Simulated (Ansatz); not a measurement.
## The perfect GaP wire along [100], 14 atoms a period, H-terminated

Wanted: the relaxed geometry and the bands of the GaP wire along [100], 14 atoms a period, H-terminated.

Method: DFT PBE, plane waves, PAW; relaxation of a wire's period, in the first sound run; inputs show where later runs differ, in Ansatz 0.2.0.

## 1. Starting point

The cell holds 30 atoms: 7 Ga, 16 H and 7 P. Its edges and angles: a = 15.425 Å, b = 15.425 Å, c = 5.510 Å, α = 90.0°, β = 90.0°, γ = 90.0°. Vacuum lies along a and b. The structure's axis is c.

## 2. The relaxed wire

Band widths follow the bond lengths, so the wire is relaxed first. The atoms and the third cell vector are free; the box across stays fixed as vacuum. A Fermi-Dirac smearing is set since the result may be a metal. The pressure printed is a third of the stress's trace over the whole box, vacuum included; only the stress along the axis is relaxed.

input.yaml reads:

```yaml
crystal:
  lattice:
    - [15.425, 0.0, 0.0]
    - [0.0, 15.425, 0.0]
    - [0.0, 0.0, 5.51]
  atoms:
    - { symbol: Ga, position: [0.279560028, 0.636772345, 0.0] }
    - { symbol: Ga, position: [0.458166186, 0.458166186, 0.0] }
    - { symbol: Ga, position: [0.636772345, 0.636772345, 0.0] }
    - { symbol: H, position: [0.315338901, 0.315338901, 0.100161364] }
    - { symbol: H, position: [0.422387313, 0.779599631, 0.100161364] }
    - { symbol: H, position: [0.220421394, 0.577633712, 0.165555976] }
    - { symbol: H, position: [0.695910979, 0.695910979, 0.165555976] }
    - { symbol: P, position: [0.368863107, 0.368863107, 0.25] }
    - { symbol: P, position: [0.368863107, 0.726075425, 0.25] }
    - { symbol: P, position: [0.547469266, 0.547469266, 0.25] }
    - { symbol: H, position: [0.220421394, 0.51730482, 0.334444024] }
    - { symbol: H, position: [0.51730482, 0.220421394, 0.334444024] }
    - { symbol: H, position: [0.695910979, 0.399027553, 0.334444024] }
    - { symbol: H, position: [0.315338901, 0.779599631, 0.399838636] }
    - { symbol: Ga, position: [0.279560028, 0.458166186, 0.5] }
    - { symbol: Ga, position: [0.458166186, 0.279560028, 0.5] }
    - { symbol: Ga, position: [0.458166186, 0.636772345, 0.5] }
    - { symbol: Ga, position: [0.636772345, 0.458166186, 0.5] }
    - { symbol: H, position: [0.600993472, 0.779599631, 0.600161364] }
    - { symbol: H, position: [0.779599631, 0.600993472, 0.600161364] }
    - { symbol: H, position: [0.220421394, 0.399027553, 0.665555976] }
    - { symbol: H, position: [0.399027553, 0.220421394, 0.665555976] }
    - { symbol: P, position: [0.368863107, 0.547469266, 0.75] }
    - { symbol: P, position: [0.547469266, 0.368863107, 0.75] }
    - { symbol: P, position: [0.547469266, 0.726075425, 0.75] }
    - { symbol: P, position: [0.726075425, 0.547469266, 0.75] }
    - { symbol: H, position: [0.220421394, 0.695910979, 0.834444024] }
    - { symbol: H, position: [0.493945059, 0.779599631, 0.899838636] }
    - { symbol: H, position: [0.600993472, 0.315338901, 0.899838636] }
    - { symbol: H, position: [0.779599631, 0.493945059, 0.899838636] }
kpoints:
  mp_grid: { grid: [1, 1, 15] }
scf:
  occupations: { method: fermi_dirac, width: 0.05 }
hamiltonian:
  xc: pbe
relax:
  cell: { fix: [a, b, alpha, beta, gamma] }
  max_steps: 45
  f_tol: 0.03
```

Command:

```
$ ansatz run input.yaml --threads 4 --pin off --max-ram 16384MiB --backend cpu --events-out ev --progress --plain --runs-dir out
```

Numbers of over 12 decimals in the logs are rounded to 6 here.

The log of the run:

```text
Engine: ansatz 0.2.0, aarch64-unknown-linux-gnu
Pseudopotentials: kind: paw
Pseudopotential: Ga, paw, valence charge 13, recommended cutoff 420 eV (normal), Ga.paw.azcp
Pseudopotential: H, paw, valence charge 1, recommended cutoff 420 eV (normal), H.paw.azcp
Pseudopotential: P, paw, valence charge 5, recommended cutoff 420 eV (normal), P.paw.azcp
Functional definition: PBE
  parameter kappa = 0.804
  parameter beta = 0.066725
  exchange = pbe_x(kappa = kappa, mu = beta*pi^2/3)
  correlation = pbe_c(beta = beta)
Crystal: 30 atoms, lattice volume = 1310.998 Å³
Basis set: ecut = 420 eV, 25679 PW (Γ), exchange–correlation on 216×216×80 points (8 copies of the dense FFT grid, shifted against one another)
Bands: 101, of which v1, the nominal top of the filled ones, is band 71 counted from 1 (70 counted from 0)
Symmetry: 1 space group operations
Space group: P1 (ITA 1), of the structure as read, at distance tolerance 1.1e-4 Å
k-points: 8 of 15 (time reversal used)
Non-local potential: Ga, projectors of the file, l = 0: 2, l = 1: 2, l = 2: 3, l = 3: 1
Non-local potential: H, projectors of the file, l = 0: 2, l = 1: 1
Non-local potential: P, projectors of the file, l = 0: 2, l = 1: 2, l = 2: 2
PAW form: soft (Blöchl's): semilocal exchange-correlation on the pseudo side does not see the compensation charge
PAW one-centre angular grid: Ga, 590 points (default); XC on 64 Gauss nodes
PAW one-centre angular grid: H, 110 points (default); XC on 64 Gauss nodes
PAW one-centre angular grid: P, 110 points (default); XC on 64 Gauss nodes
Initial density: superposition of atomic densities (neutral atoms: chi_scale 0, normalization atom), corrected by the library's trained network
Initial wavefunctions: pseudopotential atomic-orbital guess
Functional: x = pbe(κ = 0.804, μ = 0.219515), c = pbe(β = 0.066725)
SCF iter   1: F=—  HF=-32025.534595 eV  |F-HF|=—  |Δ(HF+E_count)|=         —  Δρ=3.50e-3  dr2=1.16e0  ethr=1.77e-3  ⟨swp⟩=8.6  Hψ=4402  notcnv=0  defer=90
preconditioner: auto → Resta (q_TF=auto, 1.884 Å⁻¹)  ε∞=1.8  [insulator: Δε(μ)=2.661 eV  Ē_g=13.856 eV  σ=0.050 eV  W_gap=1.00  n_scr=158 (ndim 8)  ℏωp=12.2 eV  f_vac=0.624  D(μ)=0.00/eV (n_scr^D=0)  ε∞_Penn≈1.8  vacuum switching on, ρ_ref=1.4e-2 e/Å³]
SCF iter   2: F=—  HF=-32025.240600 eV  |F-HF|=—  |Δ(HF+E_count)|=   2.94e-1  Δρ=2.25e-3  dr2=1.91e-1  ethr=8.18e-4  ⟨swp⟩=3.8  Hψ=1111  notcnv=0  defer=191
SCF iter   3: F=—  HF=-32025.210780 eV  |F-HF|=—  |Δ(HF+E_count)|=   2.98e-2  Δρ=8.68e-4  dr2=1.49e-2  ethr=1.35e-4  ⟨swp⟩=3.6  Hψ=1206  notcnv=0  defer=169
SCF iter   4: F=—  HF=-32025.212589 eV  |F-HF|=—  |Δ(HF+E_count)|=   1.81e-3  Δρ=3.58e-4  dr2=2.25e-3  ethr=1.05e-5  ⟨swp⟩=2.0  Hψ=920  notcnv=0  defer=169
SCF iter   5: F=—  HF=-32025.213189 eV  |F-HF|=—  |Δ(HF+E_count)|=   6.01e-4  Δρ=1.01e-4  dr2=1.43e-4  ethr=1.59e-6  ⟨swp⟩=2.4  Hψ=1210  notcnv=0  defer=169
SCF iter   6: F=—  HF=-32025.213215 eV  |F-HF|=—  |Δ(HF+E_count)|=   2.54e-5  Δρ=3.35e-5  dr2=1.41e-5  ethr=1.01e-7  ⟨swp⟩=2.5  Hψ=1211  notcnv=0  defer=169
SCF iter   7: F=—  HF=-32025.213337 eV  |F-HF|=—  |Δ(HF+E_count)|=   1.22e-4  Δρ=1.07e-5  dr2=1.48e-6  ethr=9.93e-9  ⟨swp⟩=2.1  Hψ=1353  notcnv=0  defer=169
SCF iter   8: F=—  HF=-32025.213339 eV  |F-HF|=—  |Δ(HF+E_count)|=   1.48e-6  Δρ=3.74e-6  dr2=2.19e-7  ethr=1.04e-9  ⟨swp⟩=2.1  Hψ=1209  notcnv=0  defer=169
SCF iter   9: F=-32025.213339 eV  HF=-32025.213339 eV  |F-HF|=7.39e-9  |Δ(HF+E_count)|=   1.63e-7  Δρ=1.18e-6  dr2=2.11e-8  ethr=7.04e-11  ⟨swp⟩=5.0  Hψ=2691  notcnv=0
SCF 1 converged in 9 iterations: F = -32025.213339 eV  dr2 = 2.11e-8
  greatest PAW one-centre occupation: 0.994 electrons in one spin orbital (limit 2), on the Ga atom at site 16 (counted from 0), in its partial waves of l = 2
relax step   1: F+E_penalty+E_count = -32025.21333870 eV  Δ(F+E_penalty+E_count) = +0.000e0 eV  max|allowed force component| = 1.071e0 eV/Å  Δτ_max = 0.0000 Å  P = +0.080 GPa  Ω = 1310.998 Å³  fix = [a, b, alpha, beta, gamma]  reactions: a -0.044, b +0.080 GPa; alpha -0.003, beta -0.123, gamma -0.015 GPa/rad  (9 SCF iters, dr2 threshold 1.00e-7 eV, accepted)
Crystal: 30 atoms, lattice volume = 1318.689 Å³
Basis set: ecut = 420 eV, 25743 PW (Γ), exchange–correlation on 216×216×80 points (8 copies of the dense FFT grid, shifted against one another)
Initial density: handed on by an earlier stage of this run
Initial wavefunctions: those handed on with the density
iter 1 solved again at ethr=3.67e-4 eV; its pass at ethr=3.10e-3 eV (dr2=5.21e-1 eV) is discarded
SCF iter   1: F=—  HF=-32026.395999 eV  |F-HF|=—  |Δ(HF+E_count)|=         —  Δρ=7.83e-3  dr2=5.29e-1  ethr=3.67e-4  ⟨swp⟩=4.9  Hψ=4211  notcnv=0
preconditioner: auto → Resta (q_TF=auto, 1.882 Å⁻¹)  ε∞=1.8  [insulator: Δε(μ)=2.370 eV  Ē_g=13.764 eV  σ=0.050 eV  W_gap=1.00  n_scr=158 (ndim 8)  ℏωp=12.2 eV  f_vac=0.622  D(μ)=0.00/eV (n_scr^D=0)  ε∞_Penn≈1.8  vacuum switching on, ρ_ref=1.4e-2 e/Å³]
SCF iter   2: F=—  HF=-32026.285336 eV  |F-HF|=—  |Δ(HF+E_count)|=   1.11e-1  Δρ=3.73e-3  dr2=9.59e-2  ethr=3.67e-4  ⟨swp⟩=5.0  Hψ=1405  notcnv=0
SCF iter   3: F=—  HF=-32026.278281 eV  |F-HF|=—  |Δ(HF+E_count)|=   7.06e-3  Δρ=7.60e-4  dr2=1.89e-2  ethr=6.76e-5  ⟨swp⟩=2.0  Hψ=1382  notcnv=0  defer=185
SCF iter   4: F=—  HF=-32026.274369 eV  |F-HF|=—  |Δ(HF+E_count)|=   3.91e-3  Δρ=2.54e-4  dr2=1.19e-3  ethr=1.33e-5  ⟨swp⟩=2.0  Hψ=1086  notcnv=0  defer=185
SCF iter   5: F=—  HF=-32026.274445 eV  |F-HF|=—  |Δ(HF+E_count)|=   7.60e-5  Δρ=7.50e-5  dr2=6.75e-5  ethr=8.38e-7  ⟨swp⟩=2.8  Hψ=1397  notcnv=0  defer=185
SCF iter   6: F=—  HF=-32026.274471 eV  |F-HF|=—  |Δ(HF+E_count)|=   2.65e-5  Δρ=2.41e-5  dr2=7.62e-6  ethr=4.76e-8  ⟨swp⟩=2.0  Hψ=1191  notcnv=0  defer=185
SCF iter   7: F=-32026.274473 eV  HF=-32026.274473 eV  |F-HF|=1.73e-7  |Δ(HF+E_count)|=   1.61e-6  Δρ=7.69e-6  dr2=7.13e-7  ethr=2.11e-9  ⟨swp⟩=5.0  Hψ=2743  notcnv=0
SCF 2 converged in 7 iterations: F = -32026.274473 eV  dr2 = 7.13e-7
relax step   2: F+E_penalty+E_count = -32026.27447286 eV  Δ(F+E_penalty+E_count) = -1.061e0 eV  max|allowed force component| = 5.913e-1 eV/Å  Δτ_max = 0.1986 Å  P = -0.011 GPa  Ω = 1318.689 Å³  energy of the carried Pulay correction = -1.508e-3 eV  fix = [a, b, alpha, beta, gamma]  reactions: a -0.048, b -0.068 GPa; alpha -0.028, beta -0.121, gamma -0.006 GPa/rad  (7 SCF iters, dr2 threshold 3.00e-6 eV, accepted)
Crystal: 30 atoms, lattice volume = 1325.443 Å³
Basis set: ecut = 420 eV, 25919 PW (Γ), exchange–correlation on 216×216×80 points (8 copies of the dense FFT grid, shifted against one another)
[...]
Initial wavefunctions: pseudopotential atomic-orbital guess (no wavefunctions were taken with the density)
iter 1 solved again at ethr=1.72e-6 eV; its pass at ethr=3.10e-3 eV (dr2=2.44e-3 eV) is discarded
SCF iter   1: F=—  HF=-32026.736149 eV  |F-HF|=—  |Δ(HF+E_count)|=         —  Δρ=1.94e-4  dr2=1.29e-5  ethr=1.72e-6  ⟨swp⟩=5.9  Hψ=6441  notcnv=0
eigensolver tolerance schedule: the retry pair's looser diagonalisation over-reported the residual by 188.22 of it (diagonalisation noise at 0.12 of the residual, at the tolerance the schedule requests for it); recorded, not acted on — ethr = c·dr2/N_el stays at c = 1.0e-1
preconditioner: auto → Resta (q_TF=auto, 1.876 Å⁻¹)  ε∞=1.8  [insulator: Δε(μ)=3.206 eV  Ē_g=13.870 eV  σ=0.050 eV  W_gap=1.00  n_scr=158 (ndim 8)  ℏωp=12.1 eV  f_vac=0.624  D(μ)=0.00/eV (n_scr^D=0)  ε∞_Penn≈1.8  vacuum switching on, ρ_ref=1.4e-2 e/Å³]
SCF iter   2: F=—  HF=-32026.756000 eV  |F-HF|=—  |Δ(HF+E_count)|=   1.99e-2  Δρ=9.75e-5  dr2=4.03e-6  ethr=9.09e-9  ⟨swp⟩=3.0  Hψ=1811  notcnv=0
SCF iter   3: F=—  HF=-32026.765220 eV  |F-HF|=—  |Δ(HF+E_count)|=   9.22e-3  Δρ=1.86e-5  dr2=1.25e-6  ethr=2.84e-9  ⟨swp⟩=4.1  Hψ=1916  notcnv=0
SCF iter   4: F=—  HF=-32026.765783 eV  |F-HF|=—  |Δ(HF+E_count)|=   5.63e-4  Δρ=2.16e-6  dr2=7.32e-8  ethr=8.77e-10  ⟨swp⟩=2.2  Hψ=1499  notcnv=0
SCF iter   5: F=—  HF=-32026.765789 eV  |F-HF|=—  |Δ(HF+E_count)|=   5.75e-6  Δρ=9.89e-7  dr2=1.19e-8  ethr=5.15e-11  ⟨swp⟩=2.0  Hψ=1017  notcnv=0  defer=1
SCF iter   6: F=—  HF=-32026.765792 eV  |F-HF|=—  |Δ(HF+E_count)|=   3.38e-6  Δρ=2.81e-7  dr2=2.03e-9  ethr=8.39e-12  ⟨swp⟩=2.0  Hψ=1257  notcnv=0  defer=1
SCF iter   7: F=-32026.765792 eV  HF=-32026.765792 eV  |F-HF|=3.59e-9  |Δ(HF+E_count)|=   1.69e-7  Δρ=8.48e-8  dr2=1.30e-10  ethr=1.00e-12  ⟨swp⟩=3.9  Hψ=3035  notcnv=0
SCF 12 converged in 7 iterations: F = -32026.765792 eV  dr2 = 1.30e-10
relax step  12: F+E_penalty+E_count = -32026.76579228 eV  Δ(F+E_penalty+E_count) = -6.760e-3 eV  max|allowed force component| = 1.531e-2 eV/Å  Δτ_max = 0.0000 Å  P = -0.011 GPa  Ω = 1341.719 Å³  fix = [a, b, alpha, beta, gamma]  reactions: a -0.018, b -0.017 GPa; alpha -0.001, beta -0.001, gamma -0.003 GPa/rad  stress off target by 1.19e-3 GPa on what of the cell is left free  SCF on the basis re-selected at this cell (its energy is not comparable with the rows above)  (7 SCF iters)
basis re-selected at this cell: Δ(F+E_penalty+E_count) = -6.760e-3 eV, ΔP = +0.004 GPa vs the last step (what re-selecting the basis moved, of the pressure what is left beyond the Pulay correction that the steps carried, after the strain that the cell walked since its last selection, with what the two solves' SCF thresholds leave and, on support functions, any second-order correction that the steps lacked; it is no m [...]
SCF converged after 7 iterations
Free energy (F): -32026.765792 eV
Harris-Foulkes:  -32026.765792 eV  (|F-HF|=3.59e-9)
Internal energy: -32026.765792 eV  (E = F + TS)
E sigma→0 (E₀):  -32026.765792 eV
Fermi energy:    -1.419467 eV
--- Per-component energies (eV) ---
  E_band       = -1662.024582
  E_kinetic    = 1507.321730
  E_local      = -50066.234360  (includes V_loc(G=0)·N_el)
  E_nonlocal   = 3232.112749
  E_hartree    = 23803.857775
  E_xc         = -1050.937175
  E_vxc        = -1006.707386  (∫ρ·V_xc dr)
  E_paw        = -17912.781231  (= ΣΔE_a)
  E_vpaw       = -2936.213767  (= ΣTr[D̂ρ^β])
  E_aug_tail   = -0.020020  (compensation charges beyond the density's cutoff)
  E_ewald      = 8459.914741
  E_smearing   = -0.000000  (= −TS)
  E_closure    = -0.000000  (closes the sum)
  Σ components = -32026.765792   (vs F -32026.765792, Δ=0.00e0)
--- Forces (eV/Å), atoms counted from 1 ---
  atom   1  Ga     0.00561682    -0.00165887    -0.00620261
  atom   2  Ga     0.00572384     0.00662846     0.00429993
  atom   3  Ga    -0.00418373     0.00321582    -0.00285180
  atom   4  H      0.00247896    -0.00000752     0.00497445
  atom   5  H     -0.00474070    -0.00476126     0.00450536
  atom   6  H     -0.00982659    -0.00477455     0.00166753
  atom   7  H     -0.00099656     0.00061118    -0.00316212
  atom   8  P     -0.00717376     0.00211378    -0.00048837
  atom   9  P      0.00581636     0.01530978     0.00079805
  atom  10  P     -0.00523971    -0.00202332    -0.00567889
  atom  11  H      0.00188685    -0.00136588     0.00402741
  atom  12  H     -0.00109129     0.00009890     0.00576928
  atom  13  H      0.00123665     0.00142434    -0.00049837
  atom  14  H      0.00843422    -0.00618146    -0.00548338
  atom  15  Ga    -0.00311712     0.00098578    -0.00655895
  atom  16  Ga    -0.00001082    -0.01287074    -0.00389803
  atom  17  Ga     0.00205279    -0.00560085    -0.00676104
  atom  18  Ga    -0.00465351    -0.00307231     0.00167650
  atom  19  H     -0.00275003     0.00139572    -0.00206809
  atom  20  H     -0.00708627    -0.00632821     0.00453450
  atom  21  H      0.00207977     0.00712255    -0.00284988
  atom  22  H      0.00970073     0.01081288    -0.00791060
  atom  23  P     -0.00765423    -0.00567314     0.01307748
  atom  24  P      0.00165496     0.00020139     0.00430412
  atom  25  P      0.00512228     0.00461385     0.00811782
  atom  26  P      0.01078460    -0.00008064     0.00291836
  atom  27  H      0.00075519    -0.00193025    -0.00025800
  atom  28  H      0.00298373    -0.00106518     0.00100432
  atom  29  H     -0.00250811    -0.00183281    -0.00094944
  atom  30  H     -0.00529689     0.00469276    -0.00605626
  max |Σ_I F_I| component: 1.59e-6 eV/Å
--- Stress (GPa, compression-positive) ---
       -0.018062       0.002560       0.001030
        0.002560      -0.017051       0.001232
        0.001030       0.001232       0.001192
  P = ⅓ Tr σ = -0.0113 GPa (-0.113 kbar)
--- Relaxed structure (11 steps of the walk, 10 accepted, 1 SCFs on fresh bases) ---
  F+E_penalty+E_count = -32026.76579228 eV   max|allowed force component| = 1.531e-2 eV/Å   (the final SCF, on the basis selected at the relaxed cell)
  cell:  # Å, volume = 1341.7189 Å³
    - [15.425, 0, 0]
    - [0, 15.425, 0]
    - [0, 0, 5.639118]
  atoms:
    - { symbol: Ga, position: [0.270771, 0.652808, -0.062605] }
    - { symbol: Ga, position: [0.452592, 0.459648, 0.00281454] }
    - { symbol: Ga, position: [0.636736, 0.640683, 0.033897] }
    - { symbol: H, position: [0.322622, 0.323218, 0.118423] }
    - { symbol: H, position: [0.417249, 0.782126, 0.169058] }
    - { symbol: H, position: [0.194651, 0.610955, 0.076801] }
    - { symbol: H, position: [0.695661, 0.705788, 0.172975] }
    - { symbol: P, position: [0.374620, 0.373512, 0.275472] }
    - { symbol: P, position: [0.362623, 0.714672, 0.254104] }
    - { symbol: P, position: [0.546551, 0.546614, 0.252063] }
    - { symbol: H, position: [0.206200, 0.500988, 0.386132] }
    - { symbol: H, position: [0.537609, 0.234243, 0.311676] }
    - { symbol: H, position: [0.702798, 0.401516, 0.345728] }
    - { symbol: H, position: [0.312399, 0.765028, 0.414318] }
    - { symbol: Ga, position: [0.271579, 0.445563, 0.533390] }
    - { symbol: Ga, position: [0.464468, 0.270000, 0.478513] }
    - { symbol: Ga, position: [0.451039, 0.625172, 0.500685] }
    - { symbol: Ga, position: [0.633801, 0.453266, 0.491973] }
    - { symbol: H, position: [0.606961, 0.760226, 0.589063] }
    - { symbol: H, position: [0.778916, 0.595751, 0.651144] }
    - { symbol: H, position: [0.242995, 0.375651, 0.719480] }
    - { symbol: H, position: [0.406165, 0.210541, 0.636703] }
    - { symbol: P, position: [0.362992, 0.546347, 0.756703] }
    - { symbol: P, position: [0.538083, 0.374094, 0.736239] }
    - { symbol: P, position: [0.549138, 0.713397, 0.737886] }
    - { symbol: P, position: [0.712858, 0.546971, 0.765906] }
    - { symbol: H, position: [0.259444, 0.731988, 0.765332] }
    - { symbol: H, position: [0.506299, 0.785397, 0.842433] }
    - { symbol: H, position: [0.595607, 0.326597, 0.885186] }
    - { symbol: H, position: [0.766846, 0.493574, 0.908509] }
```

It took 6.5 min on 4 threads of Arm Neoverse V1, shared host; peak memory 3 GiB.

The steps of the relaxation:

```
step  energy less that of the first step (eV)  largest force component (eV/Å)  pressure (GPa)  volume (Å³)
   1                                   0.0000                          1.0706            0.08      1311.00
   2                                  -1.0611                          0.5913           -0.01      1318.69
   3                                  -1.3558                          0.3216           -0.08      1325.44
   4                                  -1.4636                          0.1476           -0.03      1326.35
   5                                  -1.5190                          0.0806           -0.04      1327.93
   6                                  -1.5384                          0.0604           -0.01      1331.57
   7                                  -1.5425                          0.0395            0.01      1334.96
   8                                  -1.5435                          0.0502           -0.02      1338.43
   9                                  -1.5386                          0.0964           -0.02      1344.06
  10                                  -1.5452                          0.0215           -0.01      1339.60
  11                                  -1.5457                          0.0149           -0.02      1341.72
 12*                                  -1.5525                          0.0153           -0.01      1341.72
```

Relaxation steps marked * repeat the geometry before them on a plane-wave basis chosen anew for their cell, so energy and pressure can jump there. Relaxation step 9 was tried and not accepted.

| cell as run | before | after | change |
| --- | --- | --- | --- |
| c (Å) | 5.510 | 5.639 | +2.3 % |

The atoms that moved most (Å, along periodic axes as changes of fractional coordinates times the final cell, across vacuum about the mean position):

```
atom      dx      dy      dz  length
 H27   0.602   0.556  -0.390   0.908
  H6  -0.398   0.514  -0.501   0.820
 H21   0.348  -0.361   0.304   0.586
 Ga1  -0.136   0.247  -0.353   0.452
 H11  -0.219  -0.252   0.291   0.443
 H12   0.313   0.213  -0.128   0.400
  H5  -0.079   0.039   0.389   0.398
 H28   0.191   0.089  -0.324   0.386
```

Final coordinates:

```cif
data_structure
_symmetry_space_group_name_H-M 'P 1'
_symmetry_Int_Tables_number 1
_cell_length_a 15.4250
_cell_length_b 15.4250
_cell_length_c 5.6391
_cell_angle_alpha 90.000
_cell_angle_beta 90.000
_cell_angle_gamma 90.000
_cell_volume 1341.72
loop_
_atom_site_label
_atom_site_type_symbol
_atom_site_fract_x
_atom_site_fract_y
_atom_site_fract_z
_atom_site_occupancy
Ga1 Ga 0.27077 0.65281 0.93739 1
Ga2 Ga 0.45259 0.45965 0.00281 1
Ga3 Ga 0.63674 0.64068 0.03390 1
H4 H 0.32262 0.32322 0.11842 1
H5 H 0.41725 0.78213 0.16906 1
H6 H 0.19465 0.61096 0.07680 1
H7 H 0.69566 0.70579 0.17298 1
P8 P 0.37462 0.37351 0.27547 1
P9 P 0.36262 0.71467 0.25410 1
P10 P 0.54655 0.54661 0.25206 1
H11 H 0.20620 0.50099 0.38613 1
H12 H 0.53761 0.23424 0.31168 1
H13 H 0.70280 0.40152 0.34573 1
H14 H 0.31240 0.76503 0.41432 1
Ga15 Ga 0.27158 0.44556 0.53339 1
Ga16 Ga 0.46447 0.27000 0.47851 1
Ga17 Ga 0.45104 0.62517 0.50068 1
Ga18 Ga 0.63380 0.45327 0.49197 1
H19 H 0.60696 0.76023 0.58906 1
H20 H 0.77892 0.59575 0.65114 1
H21 H 0.24300 0.37565 0.71948 1
H22 H 0.40617 0.21054 0.63670 1
P23 P 0.36299 0.54635 0.75670 1
P24 P 0.53808 0.37409 0.73624 1
P25 P 0.54914 0.71340 0.73789 1
P26 P 0.71286 0.54697 0.76591 1
H27 H 0.25944 0.73199 0.76533 1
H28 H 0.50630 0.78540 0.84243 1
H29 H 0.59561 0.32660 0.88519 1
H30 H 0.76685 0.49357 0.90851 1
```

Numbers from this step:

| Item | Value |
| --- | --- |
| cell length along the wire | 5.639 Å |

The cell's length comes to 5.639 Å with spin left out.

[end of part 1 of 3]

[Logs are printed without paths, hosts, clocks, repeated set-up lines and the standing remarks that a program may print on its own settings, such as how far it seeks lower states.]

[Hosts, paths, dates, database ids (printed as entryN), source tags and the programs' standing remarks are cut or masked in the printed files.]
